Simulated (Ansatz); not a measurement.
Rows from a G0W0 calculation on GaN (P6_3mc) (Ansatz 0.2.0; G0W0 on PBE, plane waves, PAW; 12×12×6 mesh, 190 empty bands, screening to 150 eV, hard PAW files), in eV. Spin-orbit coupling is left out.

The database entry behind the starting cell has ideal inner coordinates that were not refined, so it need not match the best structure at ambient conditions.

| row | k | band | start | Σx | Σc at the solution | Vxc |
| --- | --- | --- | --- | --- | --- | --- |
| A | Γ | v1 | 11.090 | -23.777 | 2.917 | -20.229 |
| B | Γ | c2 | 15.343 | -10.219 | -4.415 | -15.273 |
| C | Γ | c1 | 12.996 | -11.664 | -3.571 | -15.742 |

Q: Work out each quasiparticle level and how far it moved.

The quasiparticle equation reads E = start + Σx + Σc(E) − Vxc.

| row | E (eV) | shift (eV) |
| --- | --- | --- |
| A | 10.459 | −0.631 |
| B | 15.983 | +0.639 |
| C | 13.504 | +0.507 |

Limits: not at the basis limit; no spin-orbit coupling.

[Runs of the session that timed out or met a known fault of the program may be left out.]

[Cells called generated may have been cut or substituted from an entry of the Crystallography Open Database or the Materials Project.]

[Hosts, paths, dates, database ids (printed as entryN), source tags and the programs' standing remarks are cut or masked in the printed files.]
